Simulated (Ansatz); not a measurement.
# Ca on Cr(100): change of the work function, part 2 of 6

Wanted: Δφ(θ) for Ca/Cr(100), starting from the hollow site.

Ansatz 0.2.0; plane-wave DFT, LDA, Ansatz PAW.

So far, work function, upper face (eV): step 2 (the clean slab) 4.12.

## (3) The covered slab, coverage 0.25 ML

System of this step: Ca/Cr(100). The cell holds 21 atoms: 20 Cr and 1 Ca. Its edges and angles: a = 5.760 Å, b = 5.760 Å, c = 26.000 Å, α = 90.0°, β = 90.0°, γ = 90.0°. Vacuum lies along c.

The clean slab as it ended is repeated in the plane and the adsorbate is set on one face; the cell's size fixes the coverage, and the k-mesh shrinks with it to keep the sampling density about even. Adsorbate and upper layers relax, since the dipole depends on the height.

Input file input.yaml:

```yaml
crystal:
  lattice:
    - [5.76, 0.0, 0.0]
    - [0.0, 5.76, 0.0]
    - [0.0, 0.0, 26.0000219474]
  atoms:
    - { symbol: Cr, position: [0.0, 0.0, 0.346153554], spin: 2.29 }
    - { symbol: Cr, position: [0.25, 0.25, 0.4015381226], spin: -0.9 }
    - { symbol: Cr, position: [0.0, 0.0, 0.452141619], spin: 0.63 }
    - { symbol: Cr, position: [0.25, 0.25, 0.5083936953], spin: -0.7 }
    - { symbol: Cr, position: [0.0, 0.0, 0.553607495], spin: 1.49 }
    - { symbol: Cr, position: [0.0, 0.5, 0.346153554], spin: 2.29 }
    - { symbol: Cr, position: [0.25, 0.75, 0.4015381226], spin: -0.9 }
    - { symbol: Cr, position: [0.0, 0.5, 0.452141619], spin: 0.63 }
    - { symbol: Cr, position: [0.25, 0.75, 0.5083936953], spin: -0.7 }
    - { symbol: Cr, position: [0.0, 0.5, 0.553607495], spin: 1.49 }
    - { symbol: Cr, position: [0.5, 0.0, 0.346153554], spin: 2.29 }
    - { symbol: Cr, position: [0.75, 0.25, 0.4015381226], spin: -0.9 }
    - { symbol: Cr, position: [0.5, 0.0, 0.452141619], spin: 0.63 }
    - { symbol: Cr, position: [0.75, 0.25, 0.5083936953], spin: -0.7 }
    - { symbol: Cr, position: [0.5, 0.0, 0.553607495], spin: 1.49 }
    - { symbol: Cr, position: [0.5, 0.5, 0.346153554], spin: 2.29 }
    - { symbol: Cr, position: [0.75, 0.75, 0.4015381226], spin: -0.9 }
    - { symbol: Cr, position: [0.5, 0.5, 0.452141619], spin: 0.63 }
    - { symbol: Cr, position: [0.75, 0.75, 0.5083936953], spin: -0.7 }
    - { symbol: Cr, position: [0.5, 0.5, 0.553607495], spin: 1.49 }
    - { symbol: Ca, position: [0.25, 0.25, 0.653846446] }
magnetization:
  spin_polarized: true
kpoints:
  mp_grid: { grid: [5, 5, 1] }
hamiltonian:
  xc: lda
scf:
  occupations: { method: fermi_dirac, width: 0.1 }
  convergence: { dr2_threshold: 1.0e-08 }
efield:
  axis: 3
  dipole_correction: true
  ramp_position: 0.97
  ramp_width: 0.06
relax:
  f_tol: 0.02
  max_steps: 60
  constraints: [{ sites: [0, 1, 5, 6, 10, 11, 15, 16] }]
output:
  bader: true
  dos: { projected: true, e_range: [-8, 4] }
  write_potential: true
  write_density: true
  volumetric_format: npy
  elf: true
```

Run with:

```sh
$ ansatz run input.yaml --threads 4 --pin off --max-ram 12288MiB --backend cpu --events-out ev --progress --plain --runs-dir out
```

Numbers of over 12 decimals in the logs are rounded to 6 here.

The program printed:

```text
[...]
Crystal: 21 atoms, lattice volume = 862.618 Å³
Basis set: ecut = 420 eV, 16971 PW (Γ)
Bands: 189, of which v1, the nominal top of the filled ones, is band 145 counted from 1 (144 counted from 0)
Symmetry: 8 space group operations
k-points: 6 of 25
[...]
Starting moments: Σ|m| = 24.04 μB on 20 of 21 sites
[...]
SCF iter   1: F=—  HF=-68268.235225 eV  |F-HF|=—  |Δ(HF+E_count)|=         —  Δρ=5.90e-2 (↑5.90e-2 ↓5.46e-2)  dr2=1.59e2  dr2_m=6.20e-1  M=10.265 μB ∫|m|=18.939 μB  β_m=1.00  ethr=3.10e-3  p=-0.000 e·Å  D=-1.22e-6 V/Å  ΔV_dip=0.00 eV  dr2_dipole=1.09e0  V_vac-E_F(+/−)=6.58/6.58 eV  ⟨swp⟩=11.5  Hψ=12965  notcnv=0
[...]
SCF iter  21: F=-68216.848041 eV  HF=-68216.848041 eV  |F-HF|=3.49e-10  |Δ(HF+E_count)|=  2.62e-10  Δρ=8.65e-8 (↑8.56e-8 ↓8.65e-8)  dr2=3.03e-10  dr2_m=6.19e-12  M=13.193 μB ∫|m|=26.352 μB  ethr=1.00e-12  p=0.281 e·Å  D=5.89e-2 V/Å  ΔV_dip=-1.53 eV  dr2_dipole=6.70e-12  V_vac-E_F(+/−)=2.50/4.03 eV  ⟨swp⟩=5.8  Hψ=10300  notcnv=0
SCF 1 converged in 21 iterations: F = -68216.848041 eV  dr2 = 3.03e-10
[...]
relax step   1: F+E_penalty+E_count = -68216.84804148 eV  Δ(F+E_penalty+E_count) = +0.000e0 eV  max|allowed force component| = 1.127e0 eV/Å  Δτ_max = 0.0000 Å  (21 SCF iters, accepted)
[...]
SCF iter   1: F=—  HF=-68217.072732 eV  |F-HF|=—  |Δ(HF+E_count)|=         —  Δρ=1.65e-3 (↑1.56e-3 ↓1.65e-3)  dr2=2.82e-1  dr2_m=7.46e-3  M=13.006 μB ∫|m|=26.127 μB  β_m=1.00  ethr=4.71e-5  p=0.281 e·Å  D=5.89e-2 V/Å  ΔV_dip=-1.53 eV  dr2_dipole=5.88e-2  V_vac-E_F(+/−)=2.52/4.06 eV  ⟨swp⟩=2.0  Hψ=9397  notcnv=0
[...]
eigensolver tolerance schedule calibrated: the retry pair's looser diagonalisation under-reported the residual by θ = 0.52 (0.28/decade); ethr = c·dr2/N_el runs at the constant in force after the calibration composes with the one it found (an armed cap, an earlier calibration), c = 1.2e-2
[...]
SCF iter   2: F=—  HF=-68217.061518 eV  |F-HF|=—  |Δ(HF+E_count)|=   1.12e-2  Δρ=1.03e-3 (↑8.42e-4 ↓1.03e-3)  dr2=1.24e-1  dr2_m=1.55e-3  M=12.964 μB ∫|m|=25.996 μB  β_m=0.49  ethr=1.21e-5  p=0.286 e·Å  D=5.99e-2 V/Å  ΔV_dip=-1.56 eV  dr2_dipole=2.92e-2  V_vac-E_F(+/−)=2.49/4.05 eV  ⟨swp⟩=2.0  Hψ=3398  notcnv=0
[...]
SCF iter  14: F=-68217.053960 eV  HF=-68217.053960 eV  |F-HF|=1.03e-9  |Δ(HF+E_count)|=   6.07e-9  Δρ=1.75e-7 (↑1.75e-7 ↓1.34e-7)  dr2=6.04e-10  dr2_m=8.23e-11  M=13.053 μB ∫|m|=26.096 μB  ethr=1.00e-12  p=0.287 e·Å  D=6.02e-2 V/Å  ΔV_dip=-1.57 eV  dr2_dipole=5.57e-12  V_vac-E_F(+/−)=2.47/4.03 eV  ⟨swp⟩=6.8  Hψ=13651  notcnv=0
SCF 2 converged in 14 iterations: F = -68217.053960 eV  dr2 = 6.04e-10
relax step   2: F+E_penalty+E_count = -68217.05395963 eV  Δ(F+E_penalty+E_count) = -2.059e-1 eV  max|allowed force component| = 8.357e-1 eV/Å  Δτ_max = 0.1964 Å  (14 SCF iters, accepted)
SCF iter   1: F=—  HF=-68217.213844 eV  |F-HF|=—  |Δ(HF+E_count)|=         —  Δρ=2.36e-3 (↑2.05e-3 ↓2.36e-3)  dr2=4.24e-1  dr2_m=1.73e-2  M=12.760 μB ∫|m|=25.775 μB  β_m=1.00  ethr=1.04e-3  p=0.287 e·Å  D=6.02e-2 V/Å  ΔV_dip=-1.57 eV  dr2_dipole=9.79e-2  V_vac-E_F(+/−)=2.49/4.06 eV  ⟨swp⟩=7.2  Hψ=7289  notcnv=0
[...]
SCF iter  14: F=-68217.189633 eV  HF=-68217.189633 eV  |F-HF|=4.21e-9  |Δ(HF+E_count)|=  6.11e-10  Δρ=3.01e-7 (↑2.22e-7 ↓3.01e-7)  dr2=3.04e-9  dr2_m=1.75e-10  M=12.789 μB ∫|m|=25.675 μB  ethr=2.59e-12  p=0.283 e·Å  D=5.94e-2 V/Å  ΔV_dip=-1.54 eV  dr2_dipole=4.60e-10  V_vac-E_F(+/−)=2.48/4.03 eV  ⟨swp⟩=6.3  Hψ=13250  notcnv=0
SCF 3 converged in 14 iterations: F = -68217.189633 eV  dr2 = 3.04e-9
[...]
relax step   3: F+E_penalty+E_count = -68217.18963303 eV  Δ(F+E_penalty+E_count) = -1.357e-1 eV  max|allowed force component| = 3.504e-1 eV/Å  Δτ_max = 0.1976 Å  (14 SCF iters, accepted)
[...]
relax step   4: F+E_penalty+E_count = -68217.21863876 eV  Δ(F+E_penalty+E_count) = -2.901e-2 eV  max|allowed force component| = 1.822e-1 eV/Å  Δτ_max = 0.1947 Å  (13 SCF iters, accepted)
[...]
relax step   5: F+E_penalty+E_count = -68217.22558238 eV  Δ(F+E_penalty+E_count) = -6.944e-3 eV  max|allowed force component| = 3.211e-2 eV/Å  Δτ_max = 0.0418 Å  (12 SCF iters, accepted)
[...]
relax step   6: F+E_penalty+E_count = -68217.22555369 eV  Δ(F+E_penalty+E_count) = +2.869e-5 eV  max|allowed force component| = 3.537e-2 eV/Å  Δτ_max = 0.0046 Å  (10 SCF iters, rejected (line search))
SCF iter   1: F=—  HF=-68217.226175 eV  |F-HF|=—  |Δ(HF+E_count)|=         —  Δρ=2.31e-4 (↑2.31e-4 ↓1.42e-4)  dr2=6.89e-4  dr2_m=1.64e-4  M=12.300 μB ∫|m|=24.461 μB  β_m=1.00  ethr=1.47e-6  p=0.278 e·Å  D=5.84e-2 V/Å  ΔV_dip=-1.52 eV  dr2_dipole=1.47e-4  V_vac-E_F(+/−)=2.51/4.02 eV  ⟨swp⟩=2.4  Hψ=4200  notcnv=0
[...]
SCF iter  10: F=-68217.225759 eV  HF=-68217.225759 eV  |F-HF|=3.48e-9  |Δ(HF+E_count)|=   1.67e-9  Δρ=1.80e-7 (↑1.80e-7 ↓1.58e-7)  dr2=2.60e-9  dr2_m=5.62e-11  M=12.284 μB ∫|m|=24.420 μB  ethr=1.00e-12  p=0.279 e·Å  D=5.85e-2 V/Å  ΔV_dip=-1.52 eV  dr2_dipole=5.37e-10  V_vac-E_F(+/−)=2.51/4.03 eV  ⟨swp⟩=6.2  Hψ=13158  notcnv=0
SCF 7 converged in 10 iterations: F = -68217.225759 eV  dr2 = 2.60e-9
relax step   7: F+E_penalty+E_count = -68217.22575929 eV  Δ(F+E_penalty+E_count) = -1.769e-4 eV  max|allowed force component| = 7.349e-3 eV/Å  Δτ_max = 0.0023 Å  (10 SCF iters, accepted)
NSCF: frozen V_eff on 6 k-points
the band table was solved once a step of the walk had ended and its energy, with any forces and stress, was formed, with the checks that follow a solve (8067 applications of the Hamiltonian). They found nothing against the state; the energy, forces and stress were not computed again (output.eigenvalues in the input reference)
[...]
SCF converged after 10 iterations
Magnetization: 12.2839 μB (151.1419 up, 138.8581 down)
Absolute magnetization: 24.4205 μB (∫|ρ↑−ρ↓|, with the PAW one-centre terms)
[...]
Per-site moments (μB) at R_I (Å): [(2.283795, 1.028838), (-0.843800, 0.996594), (0.568789, 0.996594), (-0.533789, 0.983478), (1.080611, 0.952600), (2.283795, 1.028838), (-0.856142, 0.999889), (0.568789, 0.996594), (-0.535169, 0.968634), (1.080611, 0.952600), (2.283795, 1.028838), (-0.856142, 0.999889), (0.568789, 0.996594), (-0.535169, 0.968634), (1.080611, 0.952600), (2.283795, 1.028838), (-0.880217, 1.003173), (0.568789, 0.996594), (-0.506200, 0.952600), (1.080611, 0.952600), (0.055642, 1.217229)]
Free energy (F): -68217.225759 eV
[...]
Internal energy: -68216.488991 eV  (E = F + TS)
E sigma→0 (E₀):  -68216.857375 eV
Entropy (-TS):   -0.736769 eV (-35.084 meV/atom)
Fermi energy:    3.168267 eV
Dipole field:    D = 0.058521 V/Å  (p = 0.278978 e·Å, saw-weighted, corrected)
Work function:   Φ+ = 2.5069 eV   Φ− = 4.0284 eV
[...]
--- Forces (eV/Å), atoms counted from 1 ---
  atom   1  Cr    -0.00986740    -0.00986740     1.10127833
  atom   2  Cr    -0.00000000     0.00000000    -1.00236989
  atom   3  Cr    -0.00131127    -0.00131127     0.00157972
  atom   4  Cr     0.00000000    -0.00000000     0.00030136
  atom   5  Cr    -0.00130173    -0.00130173     0.00331828
  atom   6  Cr    -0.00986740     0.00986740     1.10127833
  atom   7  Cr    -0.00000000     0.00000000    -1.09334092
  atom   8  Cr    -0.00131127     0.00131127     0.00157972
  atom   9  Cr    -0.00000000    -0.00000000    -0.00573067
  atom  10  Cr    -0.00130173     0.00130173     0.00331828
  atom  11  Cr     0.00986740    -0.00986740     1.10127833
  atom  12  Cr    -0.00000000     0.00000000    -1.09334092
  atom  13  Cr     0.00131127    -0.00131127     0.00157972
  atom  14  Cr     0.00000000    -0.00000000    -0.00573067
  atom  15  Cr     0.00130173    -0.00130173     0.00331828
  atom  16  Cr     0.00986740     0.00986740     1.10127833
  atom  17  Cr    -0.00000000     0.00000000    -1.22264210
  atom  18  Cr     0.00131127     0.00131127     0.00157972
  atom  19  Cr    -0.00000000    -0.00000000    -0.00734856
  atom  20  Cr     0.00130173     0.00130173     0.00331828
  atom  21  Ca     0.00000000     0.00000000     0.00576836
  max |Σ_I F_I| component: 2.71e-4 eV/Å
--- Band table (eV; the first three rows and the last of 12) ---
  k-point 0 ↑: bands = [... 141 lower, 2.6716, 2.6758, 2.6977, 2.6977, 3.1843, 3.3225, 3.3676, 3.3834, ... 40 higher]
  k-point 1 ↑: bands = [... 141 lower, 2.6387, 2.7895, 2.8748, 2.9589, 2.9641, 3.0260, 3.0595, 3.1635, ... 40 higher]
  k-point 2 ↑: bands = [... 141 lower, 2.5974, 2.6484, 2.6611, 2.7526, 2.8061, 2.9371, 2.9725, 3.0892, ... 40 higher]
  k-point 5 ↓: bands = [... 141 lower, 3.4104, 3.5141, 3.5879, 3.6931, 3.7404, 3.7587, 3.8035, 3.8491, ... 40 higher]
--- Relaxed structure (7 steps of the walk, 6 accepted, 0 SCFs on fresh bases) ---
  F+E_penalty+E_count = -68217.22575929 eV   max|allowed force component| = 7.349e-3 eV/Å
  atoms:
    - { symbol: Cr, position: [0.0, 0.0, 0.346153554] }
    - { symbol: Cr, position: [0.250000, 0.250000, 0.4015381226] }
    - { symbol: Cr, position: [0.0011653, 0.0011653, 0.452102] }
    - { symbol: Cr, position: [0.250000, 0.250000, 0.509805] }
    - { symbol: Cr, position: [-0.00786476, -0.00786476, 0.553185] }
    - { symbol: Cr, position: [0.0, 0.500000, 0.346153554] }
    - { symbol: Cr, position: [0.250000, 0.75, 0.4015381226] }
    - { symbol: Cr, position: [0.0011653, 0.498835, 0.452102] }
    - { symbol: Cr, position: [0.250000, 0.75, 0.508286] }
    - { symbol: Cr, position: [-0.00786476, 0.507865, 0.553185] }
    - { symbol: Cr, position: [0.500000, 0.0, 0.346153554] }
    - { symbol: Cr, position: [0.75, 0.250000, 0.4015381226] }
    - { symbol: Cr, position: [0.498835, 0.0011653, 0.452102] }
    - { symbol: Cr, position: [0.75, 0.250000, 0.508286] }
    - { symbol: Cr, position: [0.507865, -0.00786476, 0.553185] }
    - { symbol: Cr, position: [0.500000, 0.500000, 0.346153554] }
    - { symbol: Cr, position: [0.75, 0.75, 0.4015381226] }
    - { symbol: Cr, position: [0.498835, 0.498835, 0.452102] }
    - { symbol: Cr, position: [0.75, 0.75, 0.506988] }
    - { symbol: Cr, position: [0.507865, 0.507865, 0.553185] }
    - { symbol: Ca, position: [0.250000, 0.250000, 0.632897] }
--- Bader charges: 21 sites ---
  site symbol  charge [e]  shift [e]    m [muB]
     0     Cr      0.0450     0.0001     2.6762
     1     Cr     -0.0595     0.0002    -0.9043
     2     Cr      0.0475     0.0004     0.6005
     3     Cr     -0.0225     0.0001    -0.5706
     4     Cr     -0.2286     0.0001     1.2648
     5     Cr      0.0450     0.0001     2.6762
     6     Cr     -0.0582     0.0002    -0.9177
     7     Cr      0.0475     0.0004     0.6005
     8     Cr     -0.0086     0.0001    -0.5721
     9     Cr     -0.2286     0.0001     1.2648
    10     Cr      0.0450     0.0001     2.6762
    11     Cr     -0.0582     0.0002    -0.9177
    12     Cr      0.0476     0.0004     0.6005
    13     Cr     -0.0086     0.0001    -0.5721
    14     Cr     -0.2286     0.0001     1.2648
    15     Cr      0.0450     0.0001     2.6762
    16     Cr     -0.0580     0.0002    -0.9430
    17     Cr      0.0476     0.0004     0.6005
    18     Cr     -0.0455     0.0003    -0.5416
    19     Cr     -0.2285     0.0001     1.2648
    20     Ca      0.8630     0.0000     0.0570
  estimated error of the sums over rays = 9.0e-4 e
```

It took 18 min on 4 threads of Intel Xeon Platinum 8259CL at 2.50GHz (Skylake/Cascade Lake), shared host; peak memory 4.3 GiB; 67 min of CPU time.

The steps of the relaxation:

```
step  energy less that of the first step (eV)  largest force component (eV/Å)
   1                                   0.0000                          1.1269
   2                                  -0.2059                          0.8357
   3                                  -0.3416                          0.3504
   4                                  -0.3706                          0.1822
   5                                  -0.3775                          0.0321
   6                                  -0.3775                          0.0354
   7                                  -0.3777                          0.0073
```

Relaxation step 6 was tried and not accepted.

The run keeps the 8 symmetry operations that it works with, so distortions that break them were not tested.

The atoms that moved most (Å):

```
atom      dx      dy      dz  length
Ca21   0.000   0.000  -0.545   0.545
Cr20   0.045   0.045  -0.011   0.065
Cr15   0.045  -0.045  -0.011   0.065
Cr10  -0.045   0.045  -0.011   0.065
 Cr5  -0.045  -0.045  -0.011   0.065
 Cr4   0.000   0.000   0.037   0.037
Cr19   0.000   0.000  -0.037   0.037
 Cr3   0.007   0.007  -0.001   0.010
```

Final coordinates:

```xyz
21
Lattice="5.7600 0.0000 0.0000 0.0000 5.7600 0.0000 0.0000 0.0000 26.0000" Properties=species:S:1:pos:R:3
Cr    0.0000    0.0000    9.0000
Cr    1.4400    1.4400   10.4400
Cr    0.0067    0.0067   11.7547
Cr    1.4400    1.4400   13.2549
Cr   -0.0453   -0.0453   14.3828
Cr    0.0000    2.8800    9.0000
Cr    1.4400    4.3200   10.4400
Cr    0.0067    2.8733   11.7547
Cr    1.4400    4.3200   13.2154
Cr   -0.0453    2.9253   14.3828
Cr    2.8800    0.0000    9.0000
Cr    4.3200    1.4400   10.4400
Cr    2.8733    0.0067   11.7547
Cr    4.3200    1.4400   13.2154
Cr    2.9253   -0.0453   14.3828
Cr    2.8800    2.8800    9.0000
Cr    4.3200    4.3200   10.4400
Cr    2.8733    2.8733   11.7547
Cr    4.3200    4.3200   13.1817
Cr    2.9253    2.9253   14.3828
Ca    1.4400    1.4400   16.4553
```

Numbers from this step:

```yaml
energy_at_zero_smearing: -68216.8574 eV
total_moment: 12.28 μB
work_function_upper_face: 2.507 eV
work_function_lower_face: 4.028 eV
dipole_along_the_normal: 0.2790 e·Å
step_between_the_vacuum_levels: -1.522 eV
```

Running mean over 1.44 Å of the planar mean; the ramp of the sawtooth is left out. Table of electron's electrostatic potential energy less the Fermi level by z:

```
z (Å)  electron's electrostatic potential energy less the Fermi level (eV)
  3.5                                                                 4.03
  4.0                                                                 4.03
  4.5                                                                 4.03
  5.0                                                                 4.02
  5.5                                                                 4.01
  6.0                                                                 3.96
  6.5                                                                 3.84
  7.0                                                                 3.45
  7.5                                                                 2.29
  8.0                                                                -1.10
  8.5                                                                -5.67
  9.0                                                                -8.77
  9.5                                                                -9.49
 10.0                                                                -9.71
 10.5                                                                -10.3
 11.0                                                                -10.8
 11.5                                                                -10.5
 12.0                                                                -9.77
 12.5                                                                -9.59
 13.0                                                                -10.3
 13.5                                                                -11.7
 14.0                                                                -11.7
 14.5                                                                -9.25
 15.0                                                                -4.90
 15.5                                                                -1.35
 16.0                                                               -0.337
 16.5                                                               -0.563
 17.0                                                               0.0459
 17.5                                                                 1.23
 18.0                                                                 2.00
 18.5                                                                 2.29
 19.0                                                                 2.41
 19.5                                                                 2.47
 20.0                                                                 2.49
 20.5                                                                 2.50
 21.0                                                                 2.50
 21.5                                                                 2.51
 22.0                                                                 2.51
 22.5                                                                 2.51
```

The density of states has structure finer than the step of the table below, so its rows give means over 0.25 eV, whole bins alone (the curve runs from -8 to 1.8 eV). Peaks (eV: height): total 0.570: 72.1, 0.840: 66.7, 1.020: 69.5, 1.080: 62.9, 1.170: 64.6, 1.410: 75.4, 1.560: 71.3; up -2.170: 34.5, -2.020: 34.1, -1.320: 36.2, 1.170: 42.1, 1.410: 41.9, 1.560: 44.6, 1.620: 37.0; down -2.860: 31.3, 0.570: 60.5, 0.840: 40.5, 0.990: 52.0, 1.080: 51.5, 1.440: 40.8, 1.500: 33.2.

Table of density of states by energy, zero at the Fermi level; means over each step; values in states/eV a cell:

```
energy (eV)   total      up     down
      -7.50       0       0        0
      -7.25  0.0999  0.0913  0.00862
      -7.00    1.19   0.655    0.535
      -6.75    1.21   0.599    0.608
      -6.50    1.62   0.930    0.687
      -6.25    2.07   0.930     1.15
      -6.00   0.955   0.457    0.498
      -5.75    1.02   0.235    0.783
      -5.50    3.51    2.60    0.910
      -5.25    3.32   0.917     2.40
      -5.00    3.07    2.02     1.05
      -4.75    4.30    1.64     2.66
      -4.50    6.78    4.81     1.97
      -4.25    8.00    3.85     4.15
      -4.00    13.4    7.36     6.02
      -3.75    22.1    12.4     9.69
      -3.50    20.6    11.7     8.96
      -3.25    27.6    16.8     10.8
      -3.00    24.2    9.89     14.3
      -2.75    30.0    15.5     14.5
      -2.50    26.3    16.6     9.71
      -2.25    34.9    18.8     16.1
      -2.00    30.8    20.9     9.92
      -1.75    30.6    16.3     14.2
      -1.50    38.0    21.2     16.8
      -1.25    32.8    15.6     17.2
      -1.00    30.9    14.2     16.7
      -0.75    29.8    18.3     11.6
      -0.50    26.1    16.4     9.65
      -0.25    20.2    12.1     8.10
       0.00    21.9    15.7     6.21
       0.25    23.8    11.0     12.8
       0.50    32.5    15.9     16.6
       0.75    37.0    14.6     22.4
       1.00    52.1    17.5     34.6
       1.25    44.2    25.6     18.6
       1.50    57.4    28.4     29.0
```

Projected DOS per atom over height of the atomic layer and energy from the Fermi level. Layers: Cr4 Cr4 Cr4 Cr4 Cr4 Ca from below.

Values in states/eV, 22 rows by 6 columns, each cell a mean:
```
1.81 2.37 2.15 2.48 2.02 0.53
1.97 2.58 3.21 2.24 1.67 0.46
2.05 1.38 1.61 1.36 1.70 0.46
1.82 0.76 0.81 0.63 1.78 0.37
1.23 0.62 0.88 0.64 1.67 0.31
1.77 0.96 1.05 0.93 1.93 0.37
2.13 1.42 1.16 1.19 1.56 0.39
2.01 1.84 1.42 1.62 2.00 0.40
1.69 1.55 1.56 1.86 1.66 0.09
1.09 1.61 1.38 1.66 1.18 0.05
1.11 1.71 1.22 1.52 1.04 0.07
0.93 1.20 1.43 1.36 1.16 0.16
0.49 1.12 1.53 1.20 0.64 0.09
0.23 0.54 0.74 0.60 0.30 0.02
0.15 0.28 0.29 0.30 0.18 0.02
0.11 0.19 0.15 0.18 0.12 0.02
0.09 0.16 0.15 0.16 0.09 0.02
0.02 0.06 0.09 0.06 0.03 0.00
0.04 0.12 0.15 0.11 0.04 0.00
0.02 0.08 0.10 0.07 0.03 0.00
0.00 0.00 0.01 0.00 0.00 0.00
0.00 0.00 0.00 0.00 0.00 0.00
```
Columns: height of the atomic layer (Å) from 9 to 16.5 (not evenly spaced); rows upwards: energy from the Fermi level (eV) from -7.96 to 1.75.

(Part 2 of 6 ends here.)

[Logs are printed without paths, hosts, clocks, repeated set-up lines and the standing remarks that a program may print on its own settings, such as how far it seeks lower states.]

[Hosts, paths, dates, database ids (printed as entryN), source tags and the programs' standing remarks are cut or masked in the printed files.]

[Maps of the electrostatic potential energy from Ansatz leave out the sawtooth potential of an applied field or a dipole correction, so their vacuum need not be flat; planar profiles and work functions include it.]
